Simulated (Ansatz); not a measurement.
# How well the gap of BiOBr (P4/nmm) can be computed

Aim: a best estimate of the quasiparticle gap of BiOBr (P4/nmm), with each correction and its cost laid out.

Program: Ansatz 0.2.0. Level of theory: density functionals, hybrids, G0W0, plane waves, PAW. Results are calculated unless marked as measured.

The database entry behind the starting cell differs from later determinations by our own check (0.1 to 0.3 % short, probably kX units), so it need not match the best structure at ambient conditions.

## (1) The structure

It takes space group P4/nmm (No. 129, tetragonal). Conventional cell: a = 3.916 Å, b = 3.916 Å, c = 8.077 Å, α = 90.00°, β = 90.00°, γ = 90.00°. Bi has 4 O at 2.32 Å and 4 Br at 3.18 Å nearest. Nearest to Br lie 4 Bi at 3.18 Å. Nearest to O lie 4 Bi at 2.32 Å. Farther neighbours and most contacts between anions are not listed.

The cell and positions come from the Crystallography Open Database and are kept as given unless a step says otherwise. Spin-orbit coupling is left out unless a step names it.

## (2) LDA bands

The cheap functional maps the bands first; the places of the edges decide which points the dearer methods must see.

This step: DFT, LDA, plane waves, PAW; PAW set soft_1.

input.yaml reads:

```yaml
crystal:
  lattice:
    - [3.916, 0.0, 0.0]
    - [0.0, 3.916, 0.0]
    - [0.0, 0.0, 8.077]
  atoms:
    - { symbol: Bi, position: [0.0, 0.5, 0.154] }
    - { symbol: Bi, position: [0.5, 0.0, 0.846] }
    - { symbol: Br, position: [0.0, 0.5, 0.653] }
    - { symbol: Br, position: [0.5, 0.0, 0.347] }
    - { symbol: O, position: [0.0, 0.0, 0.0] }
    - { symbol: O, position: [0.5, 0.5, 0.0] }
kpoints:
  mp_grid: { grid: [6, 6, 4] }
  band_path:
    path:
      - [[0.0, 0.0, 0.0], [0.0, 0.5, 0.0], [0.5, 0.5, 0.0], [0.0, 0.0, 0.0], [0.0, 0.0, 0.5], [0.0, 0.5, 0.5], [0.5, 0.5, 0.5], [0.0, 0.0, 0.5]]
      - [[0.0, 0.5, 0.0], [0.0, 0.5, 0.5]]
      - [[0.5, 0.5, 0.0], [0.5, 0.5, 0.5]]
    npoints: 10
hamiltonian:
  xc: lda
  pseudopotentials: { kind: paw, azcp: { folder: soft_1 }, xc_functional: pbe }
scf:
  occupations: { method: fermi_dirac, width: 0.02 }
  n_extra_bands: 6
output:
  eigenvalues: true
  write_density: true
  write_potential: true
  elf: true
  volumetric_format: npy
```

On the command line:

```sh
> ansatz run input.yaml --threads 4 --pin off --max-ram 138240MiB --backend cuda --events-out ev --progress --plain --runs-dir out --devices 1 --max-vram 26GiB
```

Numbers of over 12 decimals in the logs are rounded to 6 here.

Output:

```text
scf.n_extra_bands = 6 over 28 filled bands (N_el = 56.0): the run solves 34 bands
GPUs: using 1 of 1 available (devices: 1).
Engine: ansatz 0.2.0, x86_64-unknown-linux-gnu
Pseudopotentials: kind: paw
Pseudopotential: Bi, paw, valence charge 15, recommended cutoff 420 eV (normal), soft_1/Bi.paw.azcp
Pseudopotential: Br, paw, valence charge 7, recommended cutoff 420 eV (normal), soft_1/Br.paw.azcp
Pseudopotential: O, paw, valence charge 6, recommended cutoff 420 eV (normal), soft_1/O.paw.azcp
Functional definition: SPW92
  exchange = slater_x
  correlation = pw_c
device memory: the entry about to start is reckoned to put 1.8 GiB on a device that reports 54.1 GiB free (of which the cap on the GPU budget leaves the run 26.0 GiB)
GPU FFT provider: cuFFT
GPU libraries: cuBLAS 13.8.2, cuFFT 12.4.0, cuSOLVER 12.3.4
Crystal: 6 atoms, lattice volume = 123.861 Å³
Basis set: ecut = 420 eV, 2419 PW (Γ)
Bands: 34, of which v1, the nominal top of the filled ones, is band 28 counted from 1 (27 counted from 0)
Symmetry: 16 space group operations
Space group: P4/nmm (ITA 129), of the structure as read, at distance tolerance 5.0e-5 Å
k-points: 30 of 144
Non-local potential: Bi, projectors of the file, l = 0: 2, l = 1: 2, l = 2: 2, l = 3: 1
Non-local potential: Br, projectors of the file, l = 0: 2, l = 1: 2, l = 2: 2
Non-local potential: O, projectors of the file, l = 0: 2, l = 1: 2, l = 2: 1
PAW form: soft (Blöchl's): semilocal exchange-correlation on the pseudo side does not see the compensation charge
PAW frozen core: Bi, regenerated for the run's functional, and the local potential with it (the file was generated under x = pbe(κ = 0.804, μ = 0.219515), c = pbe(β = 0.066725))
PAW frozen core: Br, regenerated for the run's functional, and the local potential with it (the file was generated under x = pbe(κ = 0.804, μ = 0.219515), c = pbe(β = 0.066725))
PAW frozen core: O, regenerated for the run's functional, and the local potential with it (the file was generated under x = pbe(κ = 0.804, μ = 0.219515), c = pbe(β = 0.066725))
PAW one-centre angular grid: Bi, 590 points (default); XC on 64 Gauss nodes
PAW one-centre angular grid: Br, 110 points (default); XC on 64 Gauss nodes
PAW one-centre angular grid: O, 110 points (default); XC on 64 Gauss nodes
Initial density: superposition of atomic densities (chi_scale 0.1, normalization cell, long waves kept (reshape's long-wave potential 0.03 eV rms))
Initial wavefunctions: pseudopotential atomic-orbital guess
GPU buffer pool allocated for 39366 grid points (all kernels)
GPU transforms: local potential and band sums: pruned to the plane-wave sphere, on 27×27×54
Functional: x = slater, c = lda
SCF iter   1: F=—  HF=-30676.120728 eV  |F-HF|=—  |Δ(HF+E_count)|=         —  Δρ=3.14e-2  dr2=9.92e-1  ethr=3.10e-3  ⟨swp⟩=7.2  Hψ=4581  notcnv=0
preconditioner: auto → Resta (q_TF=auto, 2.390 Å⁻¹)  ε∞=3.3  [insulator: Δε(μ)=2.190 eV  Ē_g=16.579 eV  σ=0.020 eV  W_gap=1.00  n_scr=30 (ndim 8)  ℏωp=25.0 eV  f_vac=0.001  D(μ)=0.00/eV (n_scr^D=0)  ε∞_Penn≈3.3]
SCF iter   2: F=—  HF=-30675.915336 eV  |F-HF|=—  |Δ(HF+E_count)|=   2.05e-1  Δρ=1.55e-2  dr2=2.13e-1  ethr=1.77e-3  ⟨swp⟩=2.1  Hψ=2188  notcnv=0  defer=60
SCF iter   3: F=—  HF=-30675.904164 eV  |F-HF|=—  |Δ(HF+E_count)|=   1.12e-2  Δρ=3.50e-3  dr2=1.15e-2  ethr=3.81e-4  ⟨swp⟩=2.1  Hψ=1918  notcnv=0  defer=60
SCF iter   4: F=—  HF=-30675.904009 eV  |F-HF|=—  |Δ(HF+E_count)|=   1.55e-4  Δρ=3.10e-4  dr2=1.28e-4  ethr=2.06e-5  ⟨swp⟩=2.3  Hψ=1482  notcnv=0  defer=60
SCF iter   5: F=—  HF=-30675.904025 eV  |F-HF|=—  |Δ(HF+E_count)|=   1.64e-5  Δρ=8.28e-5  dr2=1.20e-5  ethr=2.29e-7  ⟨swp⟩=2.2  Hψ=1496  notcnv=0  defer=60
SCF iter   6: F=—  HF=-30675.904198 eV  |F-HF|=—  |Δ(HF+E_count)|=   1.73e-4  Δρ=1.64e-5  dr2=2.98e-7  ethr=2.14e-8  ⟨swp⟩=2.6  Hψ=1861  notcnv=0  defer=60
SCF iter   7: F=-30675.904198 eV  HF=-30675.904198 eV  |F-HF|=9.94e-9  |Δ(HF+E_count)|=   1.64e-8  Δρ=3.50e-6  dr2=2.12e-8  ethr=1.79e-10  ⟨swp⟩=7.9  Hψ=3259  notcnv=0
SCF 1 converged in 7 iterations: F = -30675.904198 eV  dr2 = 2.12e-8
[...]
device memory: the entry about to start is reckoned to put 4.2 GiB on a device that reports 54.0 GiB free (of which the cap on the GPU budget leaves the run 26.0 GiB)
NSCF: frozen V_eff on 93 k-points, pencils in batches of 32, up to order 152
SCF converged after 7 iterations
Free energy (F): -30675.904198 eV
Harris-Foulkes:  -30675.904198 eV  (|F-HF|=9.94e-9)
Internal energy: -30675.904198 eV  (E = F + TS)
E sigma→0 (E₀):  -30675.904198 eV
Fermi energy:    8.330150 eV
--- Per-component energies (eV) ---
  E_band       = -238.092112
  E_kinetic    = 1103.022373
  E_local      = -5001.964974  (includes V_loc(G=0)·N_el)
  E_nonlocal   = 1043.307081
  E_hartree    = 1985.457151
  E_xc         = -835.586840
  E_vxc        = -667.693147  (∫ρ·V_xc dr)
  E_paw        = -25454.308195  (= ΣΔE_a)
  E_vpaw       = -685.684329  (= ΣTr[D̂ρ^β])
  E_aug_tail   = 0.001984  (compensation charges beyond the density's cutoff)
  E_ewald      = -3516.430001
  E_core_change = 0.597223  (= ΣΔE_core)
  E_smearing   = -0.000000  (= −TS)
  E_closure    = -0.000000  (closes the sum)
  Σ components = -30675.904198   (vs F -30675.904198, Δ=0.00e0)
--- Band table (eV; the first three rows and the last of 30) ---
  k-point 0: bands = [... 24 lower, 6.2557, 6.5255, 6.5255, 6.5927, 9.5521, 10.4627, 12.1390, 12.1390, ... 2 higher]
  k-point 1: bands = [... 24 lower, 6.2249, 6.7137, 6.7137, 6.8692, 9.4232, 10.0929, 12.0497, 12.0497, ... 2 higher]
  k-point 2: bands = [... 24 lower, 6.3257, 6.8400, 6.8400, 7.1437, 9.3628, 9.6457, 11.9638, 11.9638, ... 2 higher]
  k-point 29: bands = [... 24 lower, 6.1707, 6.1707, 6.2537, 6.2537, 11.2476, 11.2476, 12.5155, 12.5155, ... 2 higher]
```

The job ended after 16 s (1 × NVIDIA H100 80GB HBM3 (shared by 3 runs) with 4 threads of AMD EPYC 7R13 (Zen 3), shared host; peak memory 0.94 GiB).

In the SCF lines HF is the Harris–Foulkes energy and dr2 the Hartree energy of the density residual, in eV; the loop may stop once dr2 is under the threshold and the program's other checks hold. Hψ counts applications of the Hamiltonian.

Numbers from this step:

| Property | Result |
| --- | --- |
| filled bands | 28 |
| gap | 2.046 eV |
| valence top at | k = (0.000, 0.400, 0.500) |
| conduction bottom at | k = (0.000, 0.000, 0.400) |
| least direct gap | 2.219 eV |

The gap is indirect, with the least direct gap 0.17 eV higher.

The electronic bands at the labelled points (eV, zero at the top of the highest nominally filled band):

```tsv
point	band 25	band 26	band 27	band 28	band 29	band 30	band 31	band 32
Γ	-1.06	-0.79	-0.79	-0.72	2.24	3.15	4.83	4.83
halfway	-0.63	-0.58	-0.34	-0.16	3.79	4.05	4.11	4.59
X	-0.55	-0.55	-0.16	-0.16	4.23	4.23	4.76	4.76
halfway	-0.97	-0.97	-0.97	-0.97	3.92	3.92	4.83	4.83
M	-1.06	-1.06	-0.79	-0.79	3.24	3.24	4.98	4.98
halfway	-0.88	-0.52	-0.39	-0.36	3.36	4.38	4.74	4.78
Γ	-1.06	-0.79	-0.79	-0.72	2.24	3.15	4.83	4.83
halfway	-1.09	-0.60	-0.60	-0.44	2.11	2.78	4.74	4.74
Z	-0.99	-0.47	-0.47	-0.17	2.05	2.33	4.65	4.65
halfway	-0.93	-0.52	-0.42	-0.26	3.59	3.84	4.67	4.70
R	-0.56	-0.56	-0.12	-0.12	4.04	4.04	4.81	4.81
halfway	-1.09	-1.09	-0.51	-0.51	3.53	3.53	5.27	5.27
A	-1.14	-1.14	-1.06	-1.06	3.93	3.93	5.20	5.20
halfway	-1.17	-1.05	-0.36	-0.29	3.01	4.23	4.96	5.13
Z	-0.99	-0.47	-0.47	-0.17	2.05	2.33	4.65	4.65
jump to X	-0.55	-0.55	-0.16	-0.16	4.23	4.23	4.76	4.76
halfway	-0.55	-0.55	-0.14	-0.14	4.13	4.13	4.79	4.79
R	-0.56	-0.56	-0.12	-0.12	4.04	4.04	4.81	4.81
jump to M	-1.06	-1.06	-0.79	-0.79	3.24	3.24	4.98	4.98
halfway	-1.06	-1.06	-0.96	-0.96	3.55	3.55	5.09	5.09
A	-1.14	-1.14	-1.06	-1.06	3.93	3.93	5.20	5.20
```

ELF in the ac plane at fractional y = 0.000, with atoms of Bi and Br and O within 0.2 Å of it. It is the smooth field of the valence electrons, not physical close to the nuclei.

Ten even steps from '0' (0.01) to '9' (0.88), each cell a mean:
```
68852234323697
88633333332478
65323321233235
11134213134311
00145321245310
00135544454310
00024555553100
00001344321000
00000011000000
00000000000000
00000123210000
00014688763100
00258999997410
01489999999730
01699831499841
02699600289851
01589842599841
00379999998620
00136889886300
00012466542000
43100011100123
88631000001478
88852000003688
47872111114786
```
Columns run along a (3.9 Å), rows up along c (8.1 Å). Atoms in or near the plane, at fractional coordinates: Bi at (0.50, 0.85), Br at (0.50, 0.35), O at (0.00, 0.00).

Valence density in the ac plane at fractional y = 0.000, with atoms of Bi and Br and O within 0.2 Å of it. It is the smooth field of the valence electrons, not physical close to the nuclei.

Ten steps, logarithmic in the rise over the least value, from '_' (-0.1 e/Å³) to '@' (8.1 e/Å³), each cell a mean:
```
@@%%**======++++++====++##%%
##**++==++**##%%##**====++**
========**%%@@@@@@##++======
::----==**%%@@@@@@%%**==--::
::::--==**%%@@@@%%##++--::::
::::::--==**######++==--::::
::::::::--====++==----::::::
::::::::::::------::::::::::
::::::::::::::::::::::::::::
::::::::::::::::::::::::::::
::::::::::::::::::::::::::::
::::::::::--------::::::::::
::::::::--====++====--::::::
::::::--==++****++++==--::::
::::--==++++++==++++++--::::
::::--==++++--__==++++==::::
::::--==++**++++++++++--::::
::::::--==++++++++++==--::::
::::::----========----::::::
::::::::::--------::::::::::
----::::::::::::::::::::----
++++==--::::::::::::::--==++
%%##++==--::::::::::--==**%%
@@@@**==--------------++##@@
```
Columns run along a (3.9 Å), rows up along c (8.1 Å). Atoms in or near the plane, at fractional coordinates: Bi at (0.50, 0.85), Br at (0.50, 0.35), O at (0.00, 0.00).

## (3) LDA+SOC

The many-body steps leave out spin-orbit coupling, so its effect is taken from a two-component run, with twice the bands.

This step: DFT, LDA with spin-orbit coupling, plane waves, PAW; PAW set soft_1.

input.yaml, the sections that differ from step 2:

```yaml
kpoints:
  mp_grid: { grid: [6, 6, 4] }
  band_path:
    path:
      - [0.0, 0.0, 0.0]
      - [0.0, 0.5, 0.0]
      - [0.5, 0.5, 0.0]
      - [0.0, 0.0, 0.5]
      - [0.0, 0.5, 0.5]
      - [0.5, 0.5, 0.5]
      - [0.0, 0.4, 0.5]
      - [0.0, 0.0, 0.4]
    npoints: 1
hamiltonian:
  xc: lda
  pseudopotentials: { kind: paw_fr, azcp: { folder: soft_1 }, xc_functional: pbe }
scf:
  occupations: { method: fixed }
  n_extra_bands: 12
magnetization:
  noncollinear: true
  spin_orbit: true
# crystal, output: as in step 2
```

Output:

```text
[...]
GPUs: using 1 of 1 available (devices: 1).
[...]
non-collinear run that drives no moment, with spin-orbit: no starting moment large enough to seed its density (crystal.atoms[].spin), no starting occupations that ask for one, no magnetisation constraint and no magnetic field, so the semilocal B_xc is pinned to zero
[...]
GPU FFT provider: cuFFT
[...]
k-point 0: bands = [... 52 lower, 6.6831, 6.6831, 6.7292, 6.7292, 9.2167, 9.2167, 9.6910, 9.6910, ... 8 higher]
  k-point 1: bands = [... 52 lower, 6.8617, 6.8617, 6.9706, 6.9706, 9.0904, 9.0904, 9.4547, 9.4547, ... 8 higher]
  k-point 2: bands = [... 52 lower, 6.9823, 6.9823, 7.2151, 7.2151, 9.0579, 9.0579, 9.0910, 9.0910, ... 8 higher]
  k-point 29: bands = [... 52 lower, 6.1685, 6.1685, 6.1685, 6.1685, 10.6794, 10.6794, 10.6794, 10.6794, ... 8 higher]
[key lines of the parts left out:]
SCF converged after 8 iterations
Magnetization: |M| = 0.0000 μB,  M = (+0.0000, +0.0000, +0.0000) μB
Free energy (F): -30755.685731 eV
Fermi energy:    7.265359 eV
```

Wall time 8.1 s (1 × NVIDIA H100 80GB HBM3 (shared by 3 runs) with 4 threads); peak memory 1.1 GiB.

This step gave:

| Quantity | Value |
| --- | --- |
| gap | 1.704 eV |
| valence top at | k = (0.000, 0.400, 0.500) |
| conduction bottom at | k = (0.000, 0.000, 0.400) |
| least direct gap | 1.843 eV |

The gap stands −0.34 eV against LDA.

## (4) HSE06

The screened hybrid is the usual rung above semilocal functionals: a quarter of exact exchange, cut off beyond a few ångström.

This step: DFT, HSE06, plane waves, PAW; PAW set soft_1.

input.yaml, as its differences from that of step 3:

```diff
@@ -13,3 +13,3 @@
 kpoints:
-  mp_grid: { grid: [6, 6, 4] }
+  mp_grid: { grid: [4, 4, 2] }
   band_path:
@@ -26,15 +26,8 @@
 hamiltonian:
-  xc: lda
-  pseudopotentials: { kind: paw_fr, azcp: { folder: soft_1 }, xc_functional: pbe }
+  xc: hse06
+  pseudopotentials: { kind: paw, azcp: { folder: soft_1 } }
 scf:
   occupations: { method: fixed }
-  n_extra_bands: 12
-magnetization:
-  noncollinear: true
-  spin_orbit: true
+  n_extra_bands: 6
 output:
   eigenvalues: true
-  write_density: true
-  write_potential: true
-  elf: true
-  volumetric_format: npy
```

Output:

```text
[...]
GPUs: using 1 of 1 available (devices: 1).
[...]
davidson cushion auto → on  (no smearing: the cushion is to keep the highest requested band from converging to the state above it; pin scf.eigensolver.cushion to override)
[...]
GPU FFT provider: cuFFT
GPU libraries: cuBLAS 13.8.2, cuFFT 12.4.0, cuSOLVER 12.3.4
Crystal: 6 atoms, lattice volume = 123.861 Å³
Basis set: ecut = 420 eV, 2419 PW (Γ)
[...]
Fermi energy:    6.845877 eV
[...]
--- Band table (eV; the first three rows and the last of 12) ---
  k-point 0: bands = [... 24 lower, 5.7475, 6.0585, 6.0585, 6.2545, 10.2817, 11.2051, 12.9891, 12.9891, ... 2 higher]
  k-point 1: bands = [... 24 lower, 5.7897, 6.3682, 6.3682, 6.7599, 10.0419, 10.4717, 12.8124, 12.8124, ... 2 higher]
  k-point 2: bands = [... 24 lower, 6.2189, 6.3955, 6.4789, 6.7878, 11.9211, 12.2108, 12.2215, 12.7324, ... 2 higher]
  k-point 11: bands = [... 24 lower, 5.5405, 5.5405, 5.6583, 5.6583, 11.9726, 11.9726, 13.4596, 13.4596, ... 2 higher]
[key lines of the parts left out:]
Free energy (F): -31511.515407 eV
```

It took 19 s on 1 × NVIDIA H100 80GB HBM3 (shared by 3 runs) with 4 threads; peak memory 1.3 GiB; 21 s of CPU time.

This step gave:

- gap: 3.041 eV
- valence top at: k = (0.000, 0.400, 0.500)
- conduction bottom at: Z
- least direct gap: 3.282 eV

The gap stands +0.99 eV against LDA.

## (5) HSE06+SOC

This step: DFT, HSE06 with spin-orbit coupling, plane waves, PAW; PAW set soft_1.

input.yaml, as its differences from that of step 4:

```diff
@@ -27,6 +27,9 @@
   xc: hse06
-  pseudopotentials: { kind: paw, azcp: { folder: soft_1 } }
+  pseudopotentials: { kind: paw_fr, azcp: { folder: soft_1 } }
 scf:
   occupations: { method: fixed }
-  n_extra_bands: 6
+  n_extra_bands: 12
+magnetization:
+  noncollinear: true
+  spin_orbit: true
 output:
```

Output:

```text
[...]
GPUs: using 1 of 1 available (devices: 1).
[...]
GPU FFT provider: cuFFT
GPU libraries: cuBLAS 13.8.2, cuFFT 12.4.0, cuSOLVER 12.3.4
Crystal: 6 atoms, lattice volume = 123.861 Å³
Basis set: ecut = 420 eV, 2419 PW (Γ)
Bands: 68, of which v1, the nominal top of the filled ones, is band 56 counted from 1 (55 counted from 0)
Symmetry: 16 space group operations + 16 with time reversal
[...]
--- Band table (eV; the first three rows and the last of 12) ---
  k-point 0: bands = [... 52 lower, 6.2462, 6.2462, 6.3691, 6.3691, 9.9022, 9.9022, 10.3562, 10.3562, ... 8 higher]
  k-point 1: bands = [... 52 lower, 6.5372, 6.5372, 6.8401, 6.8401, 9.7011, 9.7011, 9.8257, 9.8257, ... 8 higher]
  k-point 2: bands = [... 52 lower, 6.5307, 6.5307, 6.8370, 6.8370, 10.7478, 10.7478, 11.2926, 11.2926, ... 8 higher]
  k-point 11: bands = [... 52 lower, 5.6671, 5.6671, 5.6671, 5.6671, 11.3937, 11.3937, 11.3937, 11.3937, ... 8 higher]
[key lines of the parts left out:]
Magnetization: |M| = 0.0000 μB,  M = (+0.0000, +0.0000, +0.0000) μB
Free energy (F): -31534.191998 eV
Fermi energy:    6.862970 eV
```

Run time: 51 s. Hardware: 1 × NVIDIA H100 80GB HBM3 (shared by 3 runs) with 4 threads; peak memory 1.8 GiB.

This step gave:

```yaml
gap: 2.682 eV
valence_top_at: k = (0.000, 0.400, 0.500)
conduction_bottom_at: Z
least_direct_gap: 2.861 eV
```

The gap stands −0.36 eV against HSE06.

## (6) G0W0, 6×6×4 mesh, 324 empty bands, screening to 110 eV, hard PAW files

Now the one-shot GW correction: screening in the RPA, then the self-energy of the levels asked for. This step takes hard PAW files.

This step: G0W0 on LDA, plane waves, PAW.

input.yaml reads:

```yaml
crystal:
  lattice:
    - [3.916, 0.0, 0.0]
    - [0.0, 3.916, 0.0]
    - [0.0, 0.0, 8.077]
  atoms:
    - { symbol: Bi, position: [0.0, 0.5, 0.154] }
    - { symbol: Bi, position: [0.5, 0.0, 0.846] }
    - { symbol: Br, position: [0.0, 0.5, 0.653] }
    - { symbol: Br, position: [0.5, 0.0, 0.347] }
    - { symbol: O, position: [0.0, 0.0, 0.0] }
    - { symbol: O, position: [0.5, 0.5, 0.0] }
kpoints:
  mp_grid: { grid: [6, 6, 4] }
hamiltonian:
  xc: lda
  pseudopotentials: { kind: paw, source: ansatz }
scf:
  occupations: { method: fixed }
gw:
  n_empty_bands: 324
  ecut_chi: 110.0
  qp_bands: [v2, c2]
  qp_kpoints: band_edges
  screening: { model: contour_deformation }
```

Output:

```text
GPUs: using 1 of 1 available (devices: 1).
[...]
GPU FFT provider: cuFFT
GPU libraries: cuBLAS 13.8.2, cuFFT 12.4.0, cuSOLVER 12.3.4
Crystal: 6 atoms, lattice volume = 123.861 Å³
Basis set: ecut = 930 eV, 7965 PW (Γ)
Bands: 56, of which v1, the nominal top of the filled ones, is band 46 counted from 1 (45 counted from 0)
Symmetry: 16 space group operations
[...]
k-points: 30 of 144
[...]
1    48     11.9957   -10.3959    -3.5251   -14.6017  0.8046    12.6810    12.6764  root
[...]
27    45      8.4208   -19.8482     2.8215   -16.4199  0.7470     7.8064     7.8140  root
    27    46      8.4208   -19.8482     2.8215   -16.4199  0.7470     7.8064     7.8140  root
    27    47     12.4555   -10.4572    -3.5897   -14.7175  0.8038    13.1306    13.1260  root
    27    48     12.4555   -10.4572    -3.5897   -14.7175  0.8038    13.1306    13.1260  root
[key lines of the parts left out:]
SCF converged after 9 iterations
Free energy (F): -44727.768172 eV
Fermi energy:    9.150209 eV
```

The job ended after 2.5 min (1 × NVIDIA H100 80GB HBM3 (shared by 3 runs) with 4 threads; peak memory 3.4 GiB; 2.7 min of CPU time).

Numbers from this step:

- bands summed: 370
- RPA ε∞ on this mesh (eigenvalues): 5.430, 7.348, 7.348
- plane waves in the screening matrix: 345
- G0W0 gap on the mesh: 3.003 eV
- k of the valence top: 0, 0.3333, -0.5
- k of the conduction bottom: 0, 0, -0.5
- starting gap on the mesh: 2.117 eV
- least direct G0W0 gap on the computed points: 3.363 eV

The gap on the mesh goes from 2.12 eV to 3.00 eV, a correction of +0.89 eV. Between the two edge states, bare exchange in place of the xc potential would open the gap by 6.62 eV, and correlation takes back 5.73 eV. The start differs from the 2.05 eV found before because this mesh misses an edge (the files differ too).

(Part 1 of 2 ends here.)

[Paths, hosts, dates, memory and timing lines, banners, echoed tables and standing remarks are left out of the program output.]

[Logs are printed without paths, hosts, clocks, repeated set-up lines and the standing remarks that a program may print on its own settings, such as how far it seeks lower states.]

[Runs of the session that timed out or met a known fault of the program may be left out.]

[Cells called generated may have been cut or substituted from an entry of the Crystallography Open Database or the Materials Project.]

[Hosts, paths, dates, database ids (printed as entryN), source tags and the programs' standing remarks are cut or masked in the printed files.]
